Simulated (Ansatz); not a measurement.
## SrNiSO, from a guessed structure to a relaxed one

This structure for SrNiSO is made up. Its elements were placed in a known structure type with a cell scaled to their sizes. What cell does the guess relax to, and how far off was it?

Method: DFT, PBE, plane-wave PAW, files of the set soft_1, scalar-relativistic, ferromagnetic start, cell and ions relaxed at zero pressure; PAW set soft_1, in Ansatz 0.2.0.

### 1. Starting point

The structure is orthorhombic, space group Cmcm (No. 63). The conventional cell has a = 3.976 Å, b = 17.957 Å, c = 4.313 Å, α = 90.00°, β = 90.00°, γ = 90.00°. Nearest to Sr lie 5 S at 2.77 to 2.95 Å and 2 O at 2.79 Å. Nearest to Ni lie 3 O at 2.12 to 2.16 Å and 1 S at 2.13 Å. Nearest to S lie 1 Ni at 2.13 Å and 5 Sr at 2.77 to 2.95 Å. Nearest to O lie 3 Ni at 2.12 to 2.16 Å and 2 Sr at 2.79 Å. Farther neighbours and most contacts between anions are not listed.

### 2. Relaxing cell and atoms

The guessed cell has no reason to be at equilibrium. It is relaxed with the atoms, within the space group of the guess.

Input file input.yaml:

```yaml
crystal:
  lattice:
    - [1.988, -8.9785, 0.0]
    - [1.988, 8.9785, 0.0]
    - [0.0, 0.0, 4.313]
  atoms:
    - { symbol: Sr, position: [0.3348, 0.6652, 0.75] }
    - { symbol: Sr, position: [0.6652, 0.3348, 0.25] }
    - { symbol: Ni, position: [0.062, 0.938, 0.75], spin: 1.0 }
    - { symbol: Ni, position: [0.938, 0.062, 0.25], spin: 1.0 }
    - { symbol: S, position: [0.1807, 0.8193, 0.75] }
    - { symbol: S, position: [0.8193, 0.1807, 0.25] }
    - { symbol: O, position: [0.9438, 0.0562, 0.75] }
    - { symbol: O, position: [0.0562, 0.9438, 0.25] }
magnetization:
  spin_polarized: true
kpoints:
  mp_grid: { grid: [7, 7, 6] }
scf:
  occupations: { method: fermi_dirac, width: 0.05 }
hamiltonian:
  xc: pbe
  pseudopotentials: { kind: paw, azcp: { folder: soft_1 } }
relax:
  f_tol: 0.015
  max_steps: 70
  cell: {}
output:
  forces: true
  stress: true
```

Run with:

```
> ansatz run input.yaml --threads 4 --pin off --max-ram 10240MiB --backend cpu --events-out ev --progress --plain --runs-dir out
```

Numbers of over 12 decimals in the logs are rounded to 6 here.

Log:

```text
basis.fft_grid_basis auto: the FFT boxes are laid along the combinations [[1, 1, 0], [0, 1, 0], [0, 0, 1]] of the cell's own vectors, 3.976, 9.196 and 4.313 Å long. The dense box has 27×64×30 points. Along the cell's own vectors, as sized, it would have 64×64×30, 2.37 times as many. Of the 8 symmetry operations that the crystal satisfies within crystal.symmetry.tolerance (time reversal apart; of a slab, those that ke [...]
Engine: ansatz 0.2.0, aarch64-unknown-linux-gnu
Pseudopotentials: kind: paw
Pseudopotential: Sr, paw, valence charge 10, recommended cutoff 420 eV (normal), soft_1/Sr.paw.azcp
Pseudopotential: Ni, paw, valence charge 18, recommended cutoff 420 eV (normal), soft_1/Ni.paw.azcp
Pseudopotential: S, paw, valence charge 6, recommended cutoff 420 eV (normal), soft_1/S.paw.azcp
Pseudopotential: O, paw, valence charge 6, recommended cutoff 420 eV (normal), soft_1/O.paw.azcp
Functional definition: PBE
  parameter kappa = 0.804
  parameter beta = 0.066725
  exchange = pbe_x(kappa = kappa, mu = beta*pi^2/3)
  correlation = pbe_c(beta = beta)
Crystal: 8 atoms, lattice volume = 153.968 Å³
Basis set: ecut = 420 eV, 2999 PW (Γ), FFT grids on a1+a2, a2, a3, exchange–correlation on 54×128×60 points (8 copies of the dense FFT grid, shifted against one another)
Bands: 50, of which v1, the nominal top of the filled ones, is band 40 counted from 1 (39 counted from 0)
Symmetry: 8 space group operations
Space group: Cmcm (ITA 63), of the structure as read, at distance tolerance 5.4e-5 Å
Magnetic group: BNS 63.457 (UNI 555), of the structure as read, at distance tolerance 5.4e-5 Å
k-points: 64 of 294
Non-local potential: Sr, projectors of the file, l = 0: 3, l = 1: 2, l = 2: 2
Non-local potential: Ni, projectors of the file, l = 0: 3, l = 1: 2, l = 2: 3, l = 3: 1
Non-local potential: S, projectors of the file, l = 0: 2, l = 1: 2, l = 2: 1
Non-local potential: O, projectors of the file, l = 0: 2, l = 1: 2, l = 2: 1
PAW form: soft (Blöchl's): semilocal exchange-correlation on the pseudo side does not see the compensation charge
PAW one-centre angular grid: Sr, 110 points (default); XC on 64 Gauss nodes
PAW one-centre angular grid: Ni, 590 points (default); XC on 64 Gauss nodes
PAW one-centre angular grid: S, 110 points (default); XC on 64 Gauss nodes
PAW one-centre angular grid: O, 110 points (default); XC on 64 Gauss nodes
Initial density: superposition of atomic densities (chi_scale 0.1, normalization cell, long waves of neutral atoms (reshape's long-wave potential 2.09 eV rms, cloud 2.61 Å wide))
Starting moments: Σ|m| = 2 μB on 2 of 8 sites
Initial wavefunctions: pseudopotential atomic-orbital guess
Functional: x = pbe(κ = 0.804, μ = 0.219515), c = pbe(β = 0.066725)
SCF iter   1: F=—  HF=-21721.608307 eV  |F-HF|=—  |Δ(HF+E_count)|=         —  Δρ=8.07e-2 (↑7.40e-2 ↓8.07e-2)  dr2=1.04e2  dr2_m=6.40e-2  M=1.903 μB ∫|m|=2.265 μB  β_m=0.30  ethr=3.10e-3  ⟨swp⟩=12.4  Hψ=37879  notcnv=0  defer=13
Mixer restart at iter 1: flushing history
preconditioner: auto → Kerker (q_TF=auto, 2.446 Å⁻¹)  [metal: Δε(μ)=0.007 eV  Ē_g=9.972 eV  σ=0.050 eV  W_gap=0.03  n_scr=44 (ndim 8)  ℏωp=23.2 eV  f_vac=0.031  D(μ)=7.62/eV (n_scr^D=64)]
spin=Collinear: Kerker preconditioning applied to the charge; magnetization (m = ρ↑ − ρ↓) channel mixes plain (no charge-response kernel on spin).
SCF iter   2: F=—  HF=-21714.110593 eV  |F-HF|=—  |Δ(HF+E_count)|=    7.50e0  Δρ=2.66e-2 (↑2.22e-2 ↓2.66e-2)  dr2=1.84e1  dr2_m=1.15e-1  M=2.075 μB ∫|m|=2.318 μB  β_m=0.33  ethr=3.10e-3  ⟨swp⟩=4.5  Hψ=15368  notcnv=0  defer=146
SCF iter   3: F=—  HF=-21713.091697 eV  |F-HF|=—  |Δ(HF+E_count)|=    1.02e0  Δρ=1.89e-2 (↑1.63e-2 ↓1.89e-2)  dr2=1.07e1  dr2_m=5.50e-2  M=2.106 μB ∫|m|=2.309 μB  β_m=0.47  ethr=3.10e-3  ⟨swp⟩=3.1  Hψ=8706  notcnv=0  defer=319
SCF iter   4: F=—  HF=-21712.183168 eV  |F-HF|=—  |Δ(HF+E_count)|=   9.09e-1  Δρ=8.22e-3 (↑7.54e-3 ↓8.22e-3)  dr2=2.40e0  dr2_m=2.59e-2  M=2.100 μB ∫|m|=2.254 μB  β_m=0.63  ethr=3.10e-3  ⟨swp⟩=4.5  Hψ=13699  notcnv=0  defer=329
SCF iter   5: F=—  HF=-21711.955752 eV  |F-HF|=—  |Δ(HF+E_count)|=   2.27e-1  Δρ=1.97e-2 (↑9.89e-3 ↓1.97e-2)  dr2=1.74e0  dr2_m=4.91e-2  M=1.977 μB ∫|m|=2.106 μB  β_m=0.56  ethr=3.00e-3  ⟨swp⟩=3.7  Hψ=9206  notcnv=0  defer=382
SCF iter   6: F=—  HF=-21711.661475 eV  |F-HF|=—  |Δ(HF+E_count)|=   2.94e-1  Δρ=1.03e-2 (↑1.03e-2 ↓8.25e-3)  dr2=5.28e-1  dr2_m=9.96e-3  M=1.942 μB ∫|m|=2.057 μB  β_m=0.60  ethr=2.18e-3  ⟨swp⟩=3.5  Hψ=10930  notcnv=0  defer=381
SCF iter   7: F=—  HF=-21711.667489 eV  |F-HF|=—  |Δ(HF+E_count)|=         —  Δρ=6.29e-3 (↑6.29e-3 ↓4.49e-3)  dr2=2.34e-1  dr2_m=5.28e-3  M=1.887 μB ∫|m|=1.994 μB  β_m=0.60  ethr=6.60e-4  ⟨swp⟩=2.9  Hψ=8431  notcnv=0  defer=386
Mixer restart at iter 7: flushing history
SCF iter   8: F=—  HF=-21711.690585 eV  |F-HF|=—  |Δ(HF+E_count)|=         —  Δρ=4.28e-3 (↑2.10e-3 ↓4.28e-3)  dr2=9.71e-2  dr2_m=4.46e-3  M=1.852 μB ∫|m|=1.951 μB  β_m=0.60  ethr=2.93e-4  ⟨swp⟩=3.2  Hψ=10343  notcnv=0  defer=387
Mixer restart at iter 8: flushing history
SCF iter   9: F=—  HF=-21711.688563 eV  |F-HF|=—  |Δ(HF+E_count)|=   2.02e-3  Δρ=4.23e-3 (↑4.00e-3 ↓4.23e-3)  dr2=1.44e-1  dr2_m=7.58e-4  M=1.868 μB ∫|m|=1.968 μB  β_m=0.51  ethr=1.21e-4  ⟨swp⟩=2.0  Hψ=13233  notcnv=0  defer=388
SCF iter  10: F=—  HF=-21711.679897 eV  |F-HF|=—  |Δ(HF+E_count)|=   8.67e-3  Δρ=1.53e-3 (↑1.31e-3 ↓1.53e-3)  dr2=6.05e-2  dr2_m=1.08e-3  M=1.849 μB ∫|m|=1.948 μB  β_m=0.25  ethr=1.21e-4  ⟨swp⟩=2.0  Hψ=8375  notcnv=0  defer=385
SCF iter  11: F=—  HF=-21711.680174 eV  |F-HF|=—  |Δ(HF+E_count)|=   2.77e-4  Δρ=1.67e-3 (↑8.81e-4 ↓1.67e-3)  dr2=3.74e-2  dr2_m=9.12e-4  M=1.835 μB ∫|m|=1.931 μB  β_m=0.46  ethr=7.56e-5  ⟨swp⟩=1.1  Hψ=6425  notcnv=0  defer=386
SCF iter  12: F=—  HF=-21711.680020 eV  |F-HF|=—  |Δ(HF+E_count)|=   1.54e-4  Δρ=8.34e-4 (↑3.68e-4 ↓8.34e-4)  dr2=5.72e-3  dr2_m=2.22e-4  M=1.806 μB ∫|m|=1.902 μB  β_m=0.64  ethr=4.67e-5  ⟨swp⟩=2.9  Hψ=8965  notcnv=0  defer=388
SCF iter  13: F=—  HF=-21711.680374 eV  |F-HF|=—  |Δ(HF+E_count)|=   3.53e-4  Δρ=3.72e-4 (↑1.59e-4 ↓3.72e-4)  dr2=1.98e-4  dr2_m=2.97e-5  M=1.792 μB ∫|m|=1.888 μB  β_m=0.82  ethr=7.15e-6  ⟨swp⟩=2.1  Hψ=9579  notcnv=0  defer=382
SCF iter  14: F=—  HF=-21711.680558 eV  |F-HF|=—  |Δ(HF+E_count)|=   1.85e-4  Δρ=2.26e-4 (↑1.62e-4 ↓2.26e-4)  dr2=3.22e-5  dr2_m=4.71e-5  M=1.796 μB ∫|m|=1.893 μB  β_m=0.91  ethr=2.47e-7  ⟨swp⟩=2.0  Hψ=11741  notcnv=0  defer=382
[...]
relax step   7: F+E_penalty+E_count = -21713.01106553 eV  Δ(F+E_penalty+E_count) = -4.435e-4 eV  max|allowed force component| = 2.256e-2 eV/Å  Δτ_max = 0.0067 Å  P = +0.046 GPa  Ω = 149.761 Å³  energy of the carried Pulay correction = +3.110e-3 eV  (11 SCF iters, dr2 threshold 2.19e-7 eV, accepted)
relax step   8: F+E_penalty+E_count = -21713.01119823 eV  Δ(F+E_penalty+E_count) = -1.327e-4 eV  max|allowed force component| = 2.639e-3 eV/Å  Δτ_max = 0.0018 Å  P = -0.022 GPa  Ω = 149.929 Å³  energy of the carried Pulay correction = +2.984e-3 eV  (8 SCF iters, dr2 threshold 7.31e-8 eV, accepted)
relax step   9: F+E_penalty+E_count = -21713.01547598 eV  Δ(F+E_penalty+E_count) = -4.278e-3 eV  max|allowed force component| = 2.653e-3 eV/Å  Δτ_max = 0.0000 Å  P = +0.035 GPa  Ω = 149.929 Å³  stress off target by 1.88e-1 GPa  SCF on the basis re-selected at this cell (its energy is not comparable with the rows above)  (13 SCF iters)
relax step  10: F+E_penalty+E_count = -21713.01565336 eV  Δ(F+E_penalty+E_count) = -1.774e-4 eV  max|allowed force component| = 8.182e-4 eV/Å  Δτ_max = 0.0014 Å  P = +0.005 GPa  Ω = 150.086 Å³  energy of the carried Pulay correction = -1.305e-4 eV  (9 SCF iters, dr2 threshold 8.81e-8 eV, accepted)
iter 1 solved again at ethr=1.32e-6 eV; its pass at ethr=3.10e-3 eV (dr2=1.06e-3 eV) is discarded
SCF iter   1: F=—  HF=-21713.015385 eV  |F-HF|=—  |Δ(HF+E_count)|=         —  Δρ=5.63e-5 (↑5.63e-5 ↓5.63e-5)  dr2=4.47e-7  dr2_m=1.08e-8  M=0.612 μB ∫|m|=0.678 μB  β_m=0.65  ethr=1.32e-6  ⟨swp⟩=4.1  Hψ=52625  notcnv=0
eigensolver tolerance schedule: the retry pair's looser diagonalisation over-reported the residual by 2362.57 of it (diagonalisation noise at an unbounded share of the residual, at the tolerance the schedule requests for it); recorded, not acted on — ethr = c·dr2/N_el stays at c = 1.0e-1
preconditioner: auto → Kerker (q_TF=auto, 2.214 Å⁻¹)  [metal: Δε(μ)=0.003 eV  Ē_g=11.026 eV  σ=0.050 eV  W_gap=0.02  n_scr=32 (ndim 8)  ℏωp=23.5 eV  f_vac=0.054  D(μ)=4.79/eV (n_scr^D=36)]
spin=Collinear: Kerker preconditioning applied to the charge; magnetization (m = ρ↑ − ρ↓) channel mixes plain (no charge-response kernel on spin).
SCF iter   2: F=—  HF=-21713.015759 eV  |F-HF|=—  |Δ(HF+E_count)|=   3.74e-4  Δρ=2.04e-5 (↑2.04e-5 ↓2.03e-5)  dr2=1.08e-7  dr2_m=1.51e-9  M=0.612 μB ∫|m|=0.678 μB  β_m=0.59  ethr=5.59e-10  ⟨swp⟩=3.9  Hψ=17310  notcnv=0
SCF iter   3: F=—  HF=-21713.015804 eV  |F-HF|=—  |Δ(HF+E_count)|=   4.48e-5  Δρ=8.68e-6 (↑8.58e-6 ↓8.68e-6)  dr2=2.90e-8  dr2_m=3.76e-10  M=0.612 μB ∫|m|=0.678 μB  β_m=0.61  ethr=1.35e-10  ⟨swp⟩=2.0  Hψ=10267  notcnv=0
SCF iter   4: F=—  HF=-21713.015813 eV  |F-HF|=—  |Δ(HF+E_count)|=   9.54e-6  Δρ=9.81e-7 (↑9.81e-7 ↓8.80e-7)  dr2=3.01e-9  dr2_m=4.03e-11  M=0.612 μB ∫|m|=0.678 μB  β_m=0.61  ethr=3.62e-11  ⟨swp⟩=2.0  Hψ=8976  notcnv=0
SCF iter   5: F=—  HF=-21713.015813 eV  |F-HF|=—  |Δ(HF+E_count)|=   1.28e-7  Δρ=6.97e-7 (↑4.71e-7 ↓6.97e-7)  dr2=2.54e-9  dr2_m=2.65e-11  M=0.612 μB ∫|m|=0.678 μB  β_m=0.52  ethr=3.76e-12  ⟨swp⟩=2.3  Hψ=11369  notcnv=0
SCF iter   6: F=—  HF=-21713.015813 eV  |F-HF|=—  |Δ(HF+E_count)|=   3.30e-9  Δρ=2.65e-7 (↑1.70e-7 ↓2.65e-7)  dr2=1.20e-9  dr2_m=1.71e-11  M=0.612 μB ∫|m|=0.678 μB  β_m=0.76  ethr=3.17e-12  ⟨swp⟩=2.0  Hψ=8178  notcnv=0
SCF iter   7: F=—  HF=-21713.015813 eV  |F-HF|=—  |Δ(HF+E_count)|=  1.60e-10  Δρ=1.61e-7 (↑1.51e-7 ↓1.61e-7)  dr2=1.67e-10  dr2_m=1.68e-12  M=0.612 μB ∫|m|=0.678 μB  β_m=0.88  ethr=1.50e-12  ⟨swp⟩=2.0  Hψ=10266  notcnv=0
SCF iter   8: F=—  HF=-21713.015813 eV  |F-HF|=—  |Δ(HF+E_count)|=  3.67e-10  Δρ=8.87e-8 (↑3.72e-8 ↓8.87e-8)  dr2=3.36e-11  dr2_m=1.80e-12  M=0.612 μB ∫|m|=0.678 μB  β_m=0.94  ethr=1.00e-12  ⟨swp⟩=2.0  Hψ=8068  notcnv=0
SCF iter   9: F=-21713.015813 eV  HF=-21713.015813 eV  |F-HF|=7.28e-12  |Δ(HF+E_count)|=  1.46e-11  Δρ=5.04e-8 (↑1.38e-8 ↓5.04e-8)  dr2=5.73e-12  dr2_m=9.49e-13  M=0.612 μB ∫|m|=0.678 μB  ethr=1.00e-12  ⟨swp⟩=3.1  Hψ=20770  notcnv=0
SCF 11 converged in 9 iterations: F = -21713.015813 eV  dr2 = 5.73e-12
relax step  11: F+E_penalty+E_count = -21713.01581333 eV  Δ(F+E_penalty+E_count) = -1.600e-4 eV  max|allowed force component| = 8.760e-4 eV/Å  Δτ_max = 0.0000 Å  P = +0.007 GPa  Ω = 150.086 Å³  stress off target by 2.91e-2 GPa  SCF on the basis re-selected at this cell (its energy is not comparable with the rows above)  (9 SCF iters)
basis re-selected at this cell: Δ(F+E_penalty+E_count) = -1.600e-4 eV, ΔP = +0.001 GPa vs the last step (what re-selecting the basis moved, of the pressure what is left beyond the Pulay correction that the steps carried, after the strain that the cell walked since its last selection, with what the two solves' SCF thresholds leave and, on support functions, any second-order correction that the steps lacked; it is no m [...]
SCF converged after 9 iterations
Magnetization: 0.6117 μB (40.3059 up, 39.6941 down)
Absolute magnetization: 0.6776 μB (∫|ρ↑−ρ↓|, with the PAW one-centre terms)
Spin contamination: 0.0067 ħ² per cell (⟨S²⟩ above its minimum at these occupations)
Per-site moments (μB) at R_I (Å): [(-0.000386579, 1.146820), (-0.000386579, 1.146820), (0.237727, 0.775698), (0.237727, 0.775698), (0.00438073, 0.904751), (0.00438073, 0.904751), (0.047979, 0.775698), (0.047979, 0.775698)]
Free energy (F): -21713.015813 eV
Harris-Foulkes:  -21713.015813 eV  (|F-HF|=7.28e-12)
Internal energy: -21712.976260 eV  (E = F + TS)
E sigma→0 (E₀):  -21712.996037 eV
Entropy (-TS):   -0.039553 eV (-4.944 meV/atom)
Fermi energy:    7.947166 eV
--- Per-component energies (eV) ---
  E_band       = -1089.477286
  E_kinetic    = 1690.139717
  E_local      = -13918.059384  (includes V_loc(G=0)·N_el)
  E_nonlocal   = 407.197270
  E_hartree    = 6533.774312
  E_xc         = -897.679093
  E_vxc        = -950.801557  (∫ρ·V_xc dr)
  E_paw        = -10234.820805  (= ΣΔE_a)
  E_vpaw       = -1385.505626  (= ΣTr[D̂ρ^β])
  E_aug_tail   = 0.003376  (compensation charges beyond the density's cutoff)
  E_ewald      = -5293.531654
  E_smearing   = -0.039553  (= −TS)
  E_closure    = -0.000000  (closes the sum)
  Σ components = -21713.015813   (vs F -21713.015813, Δ=0.00e0)
--- Forces (eV/Å), atoms counted from 1 ---
  atom   1  Sr    -0.00000000     0.00087595     0.00000000
  atom   2  Sr     0.00000000    -0.00087595    -0.00000000
  atom   3  Ni    -0.00000000    -0.00079817     0.00000000
  atom   4  Ni     0.00000000     0.00079817    -0.00000000
  atom   5  S      0.00000000     0.00022376    -0.00000000
  atom   6  S     -0.00000000    -0.00022376     0.00000000
  atom   7  O     -0.00000000    -0.00039573     0.00000000
  atom   8  O      0.00000000     0.00039573    -0.00000000
  max |Σ_I F_I| component: 2.17e-19 eV/Å
--- Stress (GPa, compression-positive) ---
        0.029103      -0.000000      -0.000000
       -0.000000      -0.004881      -0.000000
       -0.000000      -0.000000      -0.004102
  P = ⅓ Tr σ = 0.0067 GPa (0.067 kbar)
--- Relaxed structure (9 steps of the walk, 9 accepted, 2 SCFs on fresh bases) ---
  F+E_penalty+E_count = -21713.01581333 eV   max|allowed force component| = 8.760e-4 eV/Å   (the final SCF, on the basis selected at the relaxed cell)
  cell:  # Å, volume = 150.0861 Å³
    - [2.113967, -9.012863, 2.5853579930278245e-18]
    - [2.113967, 9.012863, 2.585357993027846e-18]
    - [5.608978382258075e-18, 0, 3.938670]
  atoms:
    - { symbol: Sr, position: [0.352811, 0.647189, 0.750000] }
    - { symbol: Sr, position: [0.647189, 0.352811, 0.25] }
    - { symbol: Ni, position: [0.057306, 0.942694, 0.750000] }
    - { symbol: Ni, position: [0.942694, 0.057306, 0.25] }
    - { symbol: S, position: [0.178984, 0.821016, 0.750000] }
    - { symbol: S, position: [0.821016, 0.178984, 0.25] }
    - { symbol: O, position: [0.952984, 0.047016, 0.750000] }
    - { symbol: O, position: [0.047016, 0.952984, 0.25] }
```

It took 4.2 min on 4 threads of Arm Neoverse V1, shared host; peak memory 0.97 GiB.

The steps of the relaxation:

```
step  energy less that of the first step (eV)  largest force component (eV/Å)  pressure (GPa)  volume (Å³)
   1                                   0.0000                          2.1244           -2.88       153.97
   2                                  -0.8237                          1.4389           -2.41       152.25
   3                                  -1.1442                          0.8024           -3.78       154.94
   4                                  -1.2807                          0.7008            0.41       149.13
   5                                  -1.3268                          0.1526           -0.12       150.05
   6                                  -1.3301                          0.0592            0.06       149.82
   7                                  -1.3305                          0.0226            0.05       149.76
   8                                  -1.3306                          0.0026           -0.02       149.93
  9*                                  -1.3349                          0.0027            0.04       149.93
  10                                  -1.3351                          0.0008            0.01       150.09
 11*                                  -1.3352                          0.0009            0.01       150.09
```

Relaxation steps marked * repeat the geometry before them on a plane-wave basis chosen anew for their cell, so energy and pressure can jump there.

Forces are held to the 8 operations that the run works with; a distortion that breaks them can't arise in this run.

```csv
"conventional cell, symmetrised",before,after,change
a (Å),3.976,4.228,+6.3 %
b (Å),17.957,18.026,+0.4 %
c (Å),4.313,3.939,-8.7 %
volume (Å³/atom),19.25,18.76,-2.5 %
```

The atoms that moved most (Å, as changes of fractional coordinates times the final cell):

```csv
atom,dx,dy,dz,length
Sr1,0.000,-0.325,0.000,0.325
Sr2,0.000,0.325,0.000,0.325
O7,0.000,-0.166,0.000,0.166
O8,0.000,0.166,0.000,0.166
Ni4,0.000,-0.085,0.000,0.085
Ni3,0.000,0.085,0.000,0.085
S6,0.000,-0.031,0.000,0.031
S5,0.000,0.031,0.000,0.031
```

Final coordinates:

```
Sr Ni S O
1.0
     2.11397   -9.01286    0.00000
     2.11397    9.01286    0.00000
     0.00000    0.00000    3.93867
Sr Ni S O
2 2 2 2
Direct
  0.35281 0.64719 0.75000
  0.64719 0.35281 0.25000
  0.05731 0.94269 0.75000
  0.94269 0.05731 0.25000
  0.17898 0.82102 0.75000
  0.82102 0.17898 0.25000
  0.95298 0.04702 0.75000
  0.04702 0.95298 0.25000
```

Numbers from this step:

```
free energy             : -21713.0158 eV
energy at zero smearing : -21712.9960 eV
smearing term TS        : 0.03955 eV
Fermi energy            : 7.947 eV
magnetization           : 0.6117 μB
absolute magnetization  : 0.6776 μB
site moments            : -3.87e-4, -3.87e-4, 0.2377, 0.2377, 0.004381, 0.004381, 0.04798, 0.04798 μB
electrons               : 80
symmetry operations     : 8
pressure                : 0.006706 GPa
```

Site moment by atom:

```
atom  site moment (μB)
 Sr1             0.000
 Sr2             0.000
 Ni3             0.238
 Ni4             0.238
  S5             0.004
  S6             0.004
  O7             0.048
  O8             0.048
```

The shortest distance of each pair, which need not be the same contact before and after:

| pair | guess (Å) | relaxed (Å) |
| --- | --- | --- |
| Ni–O | 2.123 | 1.880 |
| Ni–S | 2.131 | 2.193 |
| O–O | 2.954 | 2.598 |
| O–Sr | 2.790 | 2.780 |
| Ni–Ni | 3.100 | 2.854 |

The relaxation ends with a largest force component of 8.8e-4 eV/Å and a pressure of 0.01 GPa.

### 3. Outcome

| Property | Result |
| --- | --- |
| space group, relaxed | Cmcm |
| conventional cell | a = 4.228, b = 18.026, c = 3.939 Å; α = 90.0°, β = 90.0°, γ = 90.0° |
| volume per atom | 18.76 Å³ (guess 19.25) |
| total moment | 0.61 μB in the cell of 8 atoms |

**Reading.** SrNiSO relaxes to Cmcm with a = 4.228, b = 18.026 and c = 3.939 Å. The guessed volume was 3 % too large. The space group Cmcm was held in the relaxation, so the end point is a stationary structure within it and may be a saddle against distortions or other arrangements. The input starts from parallel moments, and no other start was typed. Mesh and cutoff weren't tested. A vector of the cell changed its length by 9 %, more than the volume shows. No dispersion term is used, so weakly bound directions may come out too long. Nothing here tests whether the compound is stable against decomposition.

[Logs are printed without paths, hosts, clocks, repeated set-up lines and the standing remarks that a program may print on its own settings, such as how far it seeks lower states.]

[Hosts, paths, dates, database ids (printed as entryN), source tags and the programs' standing remarks are cut or masked in the printed files.]
